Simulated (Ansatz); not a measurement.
# Zr chain started as a strip of triangles: period, moment and channels by functional, part 2 of 4

Aim: how far do the period, the moment and the conductance of the Zr chain started as a strip of triangles depend on the functional, the datasets and spin-orbit coupling, and at what cost?

Ansatz 0.2.0; DFT PBE, plane waves, PAW; relaxation of a chain's period (the session's first sound run).

So far. Step 2 (Relaxing the period, level PBE, cutoff 420 eV): The cell's length comes to 2.836 Å with no moment. That is -17 % against the start, more than a small adjustment.

## (3) Bands of the perfect wire, level PBE, cutoff 420 eV

This step: DFT PBE, plane waves, PAW; channels and complex bands of a perfect chain (Ansatz 0.2.0).

At the relaxed period the Bloch states of the perfect chain are found at each energy: those that move forward count the open channels, and those that decay describe how a disturbance dies away inside the wire itself. An energy step of 0.035 eV is under the 0.039 eV that the program asks for its thermal average at 300 K.

input.yaml

```yaml
crystal:
  lattice:
    - [9.0, 0.0, 0.0]
    - [0.0, 7.5, 0.0]
    - [0.0, 0.0, 2.8361523519]
  atoms:
    - { symbol: Zr, position: [0.372488816, 0.5, 0.0] }
    - { symbol: Zr, position: [0.627511184, 0.5, 0.5] }
kpoints:
  mp_grid: { grid: [1, 1, 29] }
  band_path: { path: ["Γ", Z], npoints: 60 }
scf:
  occupations: { method: fermi_dirac, width: 0.05 }
hamiltonian:
  xc: pbe
output:
  transmission:
    e_range: [-2, 2]
    de: 0.035
    kmesh: [1, 1]
    reduced_basis: true
    leads: [[0, 0]]
  dos: { projected: true, e_range: [-6, 4] }
  write_potential: true
  write_density: true
  volumetric_format: npy
  elf: true
```

Run with:

```
$ ansatz run input.yaml --threads 4 --pin off --max-ram 8192MiB --backend cpu --events-out ev --progress --plain --runs-dir out
```

Numbers of over 12 decimals in the logs are rounded to 6 here.

The program printed:

```text
[...]
Crystal: 2 atoms, lattice volume = 191.440 Å³
Basis set: ecut = 420 eV, 3755 PW (Γ)
Bands: 16, of which v1, the nominal top of the filled ones, is band 12 counted from 1 (11 counted from 0)
Symmetry: 8 space group operations
[...]
k-points: 15 of 29
[...]
SCF iter   1: F=—  HF=-8362.816318 eV  |F-HF|=—  |Δ(HF+E_count)|=         —  Δρ=5.81e-3  dr2=1.01e-1  ethr=1.77e-3  ⟨swp⟩=4.6  Hψ=1182  notcnv=0
[...]
SCF iter   8: F=-8362.815332 eV  HF=-8362.815332 eV  |F-HF|=1.44e-8  |Δ(HF+E_count)|=   1.47e-7  Δρ=1.88e-6  dr2=1.48e-8  ethr=4.17e-10  ⟨swp⟩=3.9  Hψ=724  notcnv=0
SCF 1 converged in 8 iterations: F = -8362.815332 eV  dr2 = 1.48e-8
[...]
NSCF: frozen V_eff on 61 k-points
transmission: 4 of 24 steps passed
transmission: 8 of 24 steps passed
[...]
transmission: 24 of 24 steps passed
WARN: The input density's exchange-correlation potential varies sharply where the density is thin. Do not read a vacuum level from v_tot or v_xc, or from such a field of the output density. On a cell that repeats whose density bears no net charge and no dipole along the vacuum's axis use v_es (v_loc + v_h of the components); under efield.dipole_correction with no amplitude use v_es + v_field, which holds any external [...]
SCF converged after 8 iterations
Free energy (F): -8362.815332 eV
[...]
Internal energy: -8362.788635 eV  (E = F + TS)
E sigma→0 (E₀):  -8362.801984 eV
Entropy (-TS):   -0.026697 eV (-13.349 meV/atom)
Fermi energy:    1.016037 eV
[...]
--- Band table (eV; the first three rows and the last of 15) ---
  k-point 0: bands = [... 8 lower, -1.8321, -1.4695, 0.2901, 0.5507, 1.1653, 1.4524, 2.3741, 2.4176]
  k-point 1: bands = [... 8 lower, -1.7884, -1.4122, 0.2990, 0.5753, 1.1554, 1.4812, 2.3701, 2.4025]
  k-point 2: bands = [... 8 lower, -1.6604, -1.2422, 0.3243, 0.6480, 1.1190, 1.5694, 2.3533, 2.3567]
  k-point 14: bands = [... 8 lower, -0.4153, -0.3229, -0.0355, -0.0035, 2.8868, 3.2052, 3.4111, 3.5119]
--- Transmission ---
  basis      : 595 plane waves across, 4 finite elements along
  points     : 1, standing for a mesh of 1 x 1
  filling    : by the input's occupations and mesh, since the crystals that have channels conduct as metals do. If one of these is a semiconductor, that mesh has misplaced its level
  energies   : 115 from -2.000000 to 1.990000 eV about the Fermi level, 0.035000 eV apart; the leads are filled to 0.000000 eV, and channels, transmission and decay are at -0.005000 eV
  crystal 0  : Zr2, at the sites [0, 0], period 2.8362 Å: whole cells are its period
    offset         : up to 0.0000 Å between an atom of the period and one for which it stands
    filled         : 1.5 meV over the level at which it is neutral
    channels       : 4.000000e0 a spin
    conductance    : 4.5882e14 S/m² at 300 K; may be off by some 0.0 % by where its bands' edges are placed, 0.0 % from the distance to neutral
```

Run time: 27 s. Hardware: 4 threads of Arm Neoverse V1, shared host; peak memory 0.72 GiB; 98 s of CPU time.

Numbers from this step:

```
energy at zero smearing                                  : -8362.8020 eV
channels at the energy nearest the Fermi level, one spin : 4
conductance of the lead as this run defines it           : 3.997 G₀
band gap                                                 : 0 eV
```

Table of open channels of the lead, one spin by energy, zero at the Fermi level:

energy (eV), open channels of the lead, one spin and a bar from the least value:
```
    -2.00       2.00 ####
    -1.90       2.00 ####
    -1.79       2.00 ####
    -1.69       2.00 ####
    -1.58       2.00 ####
    -1.48       4.00 #############
    -1.37       4.00 #############
    -1.23       4.00 #############
    -1.12       4.00 #############
    -1.02       6.00 #####################
    -0.92       6.00 #####################
    -0.81       6.00 #####################
    -0.70       5.00 #################
    -0.60       5.00 #################
    -0.49       1.00 
    -0.39       2.00 ####
    -0.28       4.00 #############
    -0.18       4.00 #############
    -0.07       4.00 #############
    -0.01       4.00 #############
     0.07       4.00 #############
     0.17       3.00 #########
     0.28       5.00 #################
     0.38       5.00 #################
     0.48       4.00 #############
     0.59       4.00 #############
     0.69       4.00 #############
     0.80       4.00 #############
     0.91       4.00 #############
     1.01       6.00 #####################
     1.11       6.00 #####################
     1.22       8.00 ##############################
     1.36       5.00 #################
     1.47       8.00 ##############################
     1.57       8.00 ##############################
     1.68       8.00 ##############################
     1.78       7.00 ##########################
     1.89       7.00 ##########################
     1.99       7.00 ##########################
```

The slowest values at each energy, most degenerate partners merged, listed up to 1.5 1/Å. Table of Im kz of the slowest decaying states by energy, zero at the Fermi level:

```tsv
energy (eV)	decay 1 (Å⁻¹)	decay 2 (Å⁻¹)	decay 3 (Å⁻¹)	decay 4 (Å⁻¹)
-2.0000	0.340	0.471	0.587	0.732
-1.7550	0.251	0.412	0.537	0.670
-1.5100	0.0867	0.338	0.482	0.598
-1.2650	0.236	0.423	0.511	0.664
-0.9850	0.342	0.373	0.600	0.711
-0.7400	0.0951	0.251	0.538	0.656
-0.4950	0.0357	0.0570	0.0835	0.129
-0.2500	0.0867	0.247	0.397	0.520
-0.0050	0.0795	0.285	0.312	0.422
0.2400	0.203	0.238	0.295	0.791
0.4850	0.0531	0.266	0.287	0.739
0.7650	0.0701	0.254	0.256	0.671
1.0100	0.195	0.220	0.597	0.661
1.2550	0.155	0.486	0.579	0.726
1.5000	0.223	0.351	0.441	0.674
1.7450	0.367	0.400	0.615	0.769
```

Electronic bands along the path, in eV, zero at the Fermi level:

```tsv
point	band 9	band 10	band 11	band 12	band 13	band 14	band 15	band 16
Γ	-2.85	-2.49	-0.73	-0.47	0.15	0.44	1.36	1.40
halfway	-1.10	-0.85	-0.58	0.18	0.29	0.41	0.97	1.23
Z	-1.39	-1.39	-1.04	-1.04	2.04	2.04	2.46	2.46
```

The electronic bands as a text plot (rows in eV, shown from -2.8 to 1.2 only):

```
    1.1 |             *** **    ***     ****           *
    1.0 |              *****       ***** **          **
    0.8 |            **     ***         *          **
    0.6 |       *****          ***     *          *
    0.4 |*******                  *****         **
    0.3 |                      **** ** *********
    0.1 |************      ****     * **
   -0.1 |            ******        *    ***
   -0.2 |          ****  ****     *        ***
   -0.4 |**********          *****            ***
   -0.6 |            ********************  ***** **
   -0.7 |************          ******   ***************
   -0.9 |                     *      ***        *************
   -1.1 |                   **       *  ****          ***********
   -1.2 |                  *       **       ****          *****
   -1.4 |                **      **             *****************
   -1.6 |              **      **
   -1.7 |                    **
   -1.9 |            **    **
   -2.1 |         ***   ***
   -2.3 |      ***     *
   -2.4 |******     ***
   -2.6 |        ***
   -2.8 |********
         Γ                                                      Z
```

Valence density in the ca plane at fractional y = 0.500, with atoms of Zr within 0.2 Å of it. It is the smooth field of the valence electrons, not physical close to the nuclei.

Ten even steps from '0' (0.0 e/Å³) to '9' (4.0 e/Å³), each cell a mean:
```
000000000000000
000000000000000
000000000000000
000000000000000
000000000000000
000000000000000
000012333321000
000136899863100
001269977996210
001247999974210
000123455432100
110011111111001
332110000001123
887421000012478
899741100114799
999731000013799
664310000001346
111000000000011
000000000000000
000000000000000
000000000000000
000000000000000
000000000000000
000000000000000
```
Columns run along c (2.8 Å), rows up along a (9.0 Å). Atoms in or near the plane, at fractional coordinates: Zr at (0.00, 0.37), Zr at (0.50, 0.63).

Electrostatic potential energy in the ca plane at fractional y = 0.500, with atoms of Zr within 0.2 Å of it. With pseudopotentials it is smooth inside the atoms' cores, unlike the true potential.

Ten even steps from '0' (-75 eV) to '9' (4 eV), each cell a mean:
```
999999999999999
999999999999999
999999999999999
999999999999999
999999999999999
999998888889999
999887655678899
998753100135789
988631000013688
998742000024789
998876444467889
888888888888888
667788999988776
113578899887531
000257899875200
001357899875310
334678999987643
778899999999887
999999999999999
999999999999999
999999999999999
999999999999999
999999999999999
999999999999999
```
Columns run along c (2.8 Å; values clipped at the 3rd and 97th percentile), rows up along a (9.0 Å). Atoms in or near the plane, at fractional coordinates: Zr at (0.00, 0.37), Zr at (0.50, 0.63).

ELF in the ca plane at fractional y = 0.500, with atoms of Zr within 0.2 Å of it. It is the smooth field of the valence electrons, not physical close to the nuclei.

Ten even steps from '_' (0.00) to '@' (0.78), each cell a mean:
```
______________________________
......____________________....
====----::::........::::----==
****++==--::::....::::--==++**
####++==--::........::--==++##
****==--::::::::::::::::--==**
====----++**##%%%%##**++----==
::::--++%%@@@@%%%%@@@@%%++--::
::::--##@@@@++....++@@@@##--::
------**%%@@%%****%%@@%%**----
++==----++##%%%%%%%%##++----==
------::::----====----::::----
****++==----========----==++**
%%%%@@%%**----====----**%%@@%%
..--%%@@%%==::::::::==%%@@%%--
==++%%@@%%==::::::::==%%@@%%++
@@@@@@%%++------------++%%@@@@
++====------==++++==------====
......::--==**####**==--::....
....::::==++**####**++==::::..
....::::--==++++++++==--::::..
..........::::::::::::........
______________________________
______________________________
```
Columns run along c (2.8 Å), rows up along a (9.0 Å). Atoms in or near the plane, at fractional coordinates: Zr at (0.00, 0.37), Zr at (0.50, 0.63).

By hand: the program gives 4.5882 × 10^14 S/m² over the cell's cross-section of 67.50 Å² = 6.750 × 10^-19 m², so one cell conducts 3.097 × 10^-4 S. Divided by G0 = 2e²/h = 7.748 × 10^-5 S this is 4.00 G0, a resistance of 3.23 kΩ.

At the computed energy nearest the Fermi level there are 4 channels a spin, and the thermal average gives 4.00 G₀.

## (4) The relaxed wire

This step: DFT LDA, plane waves, PAW; relaxation of a chain's period (Ansatz 0.2.0).

The relaxation is repeated under another functional. LDA has no gradient terms and tends to overbind, so it marks the short end of the likely bond lengths.

input.yaml

```yaml
crystal:
  lattice:
    - [9.0, 0.0, 0.0]
    - [0.0, 7.5, 0.0]
    - [0.0, 0.0, 3.42475]
  atoms:
    - { symbol: Zr, position: [0.337444444, 0.5, 0.0], spin: 1.0 }
    - { symbol: Zr, position: [0.662555556, 0.5, 0.5], spin: 1.0 }
magnetization:
  spin_polarized: true
kpoints:
  mp_grid: { grid: [1, 1, 24] }
scf:
  occupations: { method: fermi_dirac, width: 0.05 }
hamiltonian:
  xc: lda
relax:
  cell: { fix: [a, b, alpha, beta, gamma] }
  max_steps: 60
```

The program printed:

```text
[...]
Crystal: 2 atoms, lattice volume = 231.171 Å³
Basis set: ecut = 420 eV, 4517 PW (Γ)
Bands: 17, of which v1, the nominal top of the filled ones, is band 12 counted from 1 (11 counted from 0)
Symmetry: 8 space group operations
[...]
k-points: 13 of 24
[...]
Starting moments: Σ|m| = 2 μB on 2 of 2 sites
[...]
-0.000000      -0.000000      -0.038546
  P = ⅓ Tr σ = -0.0847 GPa (-0.847 kbar)
--- Relaxed structure (8 steps of the walk, 8 accepted, 1 SCFs on fresh bases) ---
[...]
cell:  # Å, volume = 185.9845 Å³
    - [9.0, 0, 0]
    - [0, 7.5, 0]
    - [0, 0, 2.755326]
  atoms:
    - { symbol: Zr, position: [0.374413, 0.5, -5.392989464379172e-18] }
    - { symbol: Zr, position: [0.625587, 0.5, 0.500000] }
[key lines of the parts left out:]
SCF converged after 6 iterations
Magnetization: -0.0000 μB (12.0000 up, 12.0000 down)
Free energy (F): -8149.630889 eV
Fermi energy:    0.802466 eV
```

Wall time 18 s (4 threads); peak memory 0.52 GiB.

The steps of the relaxation:

```tsv
step	energy less that of the first step (eV)	largest force component (eV/Å)	pressure (GPa)	volume (Å³)
1	0.0000	2.6001	-4.20	231.17
2	-1.3566	2.6389	-3.77	225.04
3	-2.1200	0.2256	-1.69	220.52
4	-2.4714	0.3088	-1.31	209.23
5	-2.7264	0.2900	-1.15	197.67
6	-2.8418	0.3512	0.13	186.39
7	-2.8475	0.0274	-0.07	185.65
8	-2.8476	0.0021	-0.09	185.98
9*	-2.8472	0.0016	-0.08	185.98
```

Relaxation steps marked * repeat the geometry before them on a plane-wave basis chosen anew for their cell, so energy and pressure can jump there.

Forces are held to the 8 operations that the run works with; a distortion that breaks them can't arise in this run.

```tsv
cell as run	before	after	change
c (Å)	3.425	2.755	-19.5 %
```

The atoms that moved most (Å, along periodic axes as changes of fractional coordinates times the final cell, across vacuum about the mean position):

```tsv
atom	dx	dy	dz	length
Zr1	0.333	0.000	0.000	0.333
Zr2	-0.333	0.000	0.000	0.333
```

Final coordinates:

```xyz
2
Lattice="9.0000 0.0000 0.0000 0.0000 7.5000 0.0000 0.0000 0.0000 2.7553" Properties=species:S:1:pos:R:3
Zr    3.3697    3.7500    0.0000
Zr    5.6303    3.7500    1.3777
```

The cell's length comes to 2.755 Å, -2.8 % against the first run, with no moment. That is -20 % against the start, more than a small adjustment.

## (5) The wire at its relaxed period, level LDA, cutoff 420 eV

This step: DFT LDA, plane waves, PAW; channels and complex bands of a perfect chain (Ansatz 0.2.0).

The channels are counted again under LDA, at the period that it gave.

input.yaml

```yaml
crystal:
  lattice:
    - [9.0, 0.0, 0.0]
    - [0.0, 7.5, 0.0]
    - [0.0, 0.0, 2.7553256354]
  atoms:
    - { symbol: Zr, position: [0.374413274, 0.5, 0.0] }
    - { symbol: Zr, position: [0.625586726, 0.5, 0.5] }
kpoints:
  mp_grid: { grid: [1, 1, 30] }
  band_path: { path: ["Γ", Z], npoints: 60 }
scf:
  occupations: { method: fermi_dirac, width: 0.05 }
hamiltonian:
  xc: lda
output:
  transmission:
    e_range: [-2, 2]
    de: 0.035
    kmesh: [1, 1]
    reduced_basis: true
    leads: [[0, 0]]
  dos: { projected: true, e_range: [-6, 4] }
```

The program printed:

```text
[...]
Crystal: 2 atoms, lattice volume = 185.984 Å³
Basis set: ecut = 420 eV, 3679 PW (Γ)
Bands: 16, of which v1, the nominal top of the filled ones, is band 12 counted from 1 (11 counted from 0)
Symmetry: 8 space group operations
[...]
k-points: 16 of 30
[...]
k-point 15: bands = [... 8 lower, -0.6822, -0.6822, -0.3433, -0.3433, 3.0381, 3.0381, 3.5246, 3.5246]
--- Transmission ---
  basis      : 595 plane waves across, 4 finite elements along
  points     : 1, standing for a mesh of 1 x 1
[...]
crystal 0  : Zr2, at the sites [0, 0], period 2.7553 Å: whole cells are its period
[...]
filled         : 0.0 meV under the level at which it is neutral
    channels       : 4.000000e0 a spin
[...]
[key lines of the parts left out:]
SCF converged after 8 iterations
Free energy (F): -8149.627562 eV
Fermi energy:    0.808818 eV
```

Elapsed: 36 s, on 4 threads; peak memory 0.84 GiB.

At the computed energy nearest the Fermi level there are 4 channels a spin, and the thermal average gives 3.99 G₀.

## (6) The relaxed wire, cutoff 500 eV

This step: DFT r2SCAN, plane waves, PAW; relaxation of a chain's period (Ansatz 0.2.0).

The relaxation is repeated under another functional. r2SCAN also reads the kinetic-energy density; it often gives larger moments and wider gaps than PBE, at a higher cost. Against the first PBE run of this kind, the cutoff is 500 eV against 420.

input.yaml

```yaml
crystal:
  lattice:
    - [9.0, 0.0, 0.0]
    - [0.0, 7.5, 0.0]
    - [0.0, 0.0, 3.42475]
  atoms:
    - { symbol: Zr, position: [0.337444444, 0.5, 0.0], spin: 1.0 }
    - { symbol: Zr, position: [0.662555556, 0.5, 0.5], spin: 1.0 }
magnetization:
  spin_polarized: true
kpoints:
  mp_grid: { grid: [1, 1, 24] }
scf:
  occupations: { method: fermi_dirac, width: 0.05 }
hamiltonian:
  xc: r2scan
relax:
  cell: { fix: [a, b, alpha, beta, gamma] }
  max_steps: 60
```

The program printed:

```text
[...]
Crystal: 2 atoms, lattice volume = 231.171 Å³
Basis set: ecut = 500 eV, 5887 PW (Γ), exchange–correlation on 288×240×100 points (64 copies of the dense FFT grid, shifted against one another)
Bands: 17, of which v1, the nominal top of the filled ones, is band 12 counted from 1 (11 counted from 0)
Symmetry: 8 space group operations
[...]
0.000000       0.000000      -0.001578
  P = ⅓ Tr σ = 0.0169 GPa (0.169 kbar)
--- Relaxed structure (9 steps of the walk, 9 accepted, 2 SCFs on fresh bases) ---
[...]
cell:  # Å, volume = 188.7257 Å³
    - [9.0, 0, 0]
    - [0, 7.5, 0]
    - [0, 0, 2.795936]
  atoms:
    - { symbol: Zr, position: [0.371359, 0.5, -4.9473696322770484e-18] }
    - { symbol: Zr, position: [0.628641, 0.5, 0.5] }
[key lines of the parts left out:]
SCF converged after 7 iterations
Magnetization: 0.6272 μB (12.3136 up, 11.6864 down)
Free energy (F): -8384.887323 eV
Fermi energy:    1.009343 eV
```

It took 2.8 min on 4 threads; peak memory 1 GiB.

The steps of the relaxation:

```tsv
step	energy less that of the first step (eV)	largest force component (eV/Å)	pressure (GPa)	volume (Å³)
1	0.0000	1.4432	-2.87	231.17
2	-1.1247	2.0690	-3.02	219.85
3	-1.6737	0.6930	-0.75	214.50
4	-1.9152	0.3129	-0.96	203.26
5	-2.0092	0.3085	0.07	192.11
6	-2.0249	0.1738	0.15	189.05
7	-2.0271	0.0172	0.05	188.28
8	-2.0272	0.0090	0.01	188.96
9*	-2.0250	0.0082	0.00	188.96
10	-2.0251	0.0002	0.02	188.73
11*	-2.0251	0.0002	0.02	188.73
```

Relaxation steps marked * repeat the geometry before them on a plane-wave basis chosen anew for their cell, so energy and pressure can jump there.

Forces are held to the 8 operations that the run works with; a distortion that breaks them can't arise in this run.

```tsv
cell as run	before	after	change
c (Å)	3.425	2.796	-18.4 %
```

The atoms that moved most (Å, along periodic axes as changes of fractional coordinates times the final cell, across vacuum about the mean position):

```tsv
atom	dx	dy	dz	length
Zr1	0.305	0.000	0.000	0.305
Zr2	-0.305	0.000	0.000	0.305
```

The relaxed structure:

```
Zr
1.0
     9.00000    0.00000    0.00000
     0.00000    7.50000    0.00000
     0.00000    0.00000    2.79594
Zr
2
Direct
  0.37136 0.50000 0.00000
  0.62864 0.50000 0.50000
```

The cell's length comes to 2.796 Å, -1.4 % against the first run, with an absolute moment of 0.89 μB a cell. That is -18 % against the start, more than a small adjustment.

(Part 2 of 4 ends here.)

[Logs are printed without paths, hosts, clocks, repeated set-up lines and the standing remarks that a program may print on its own settings, such as how far it seeks lower states.]

[Hosts, paths, dates, database ids (printed as entryN), source tags and the programs' standing remarks are cut or masked in the printed files.]
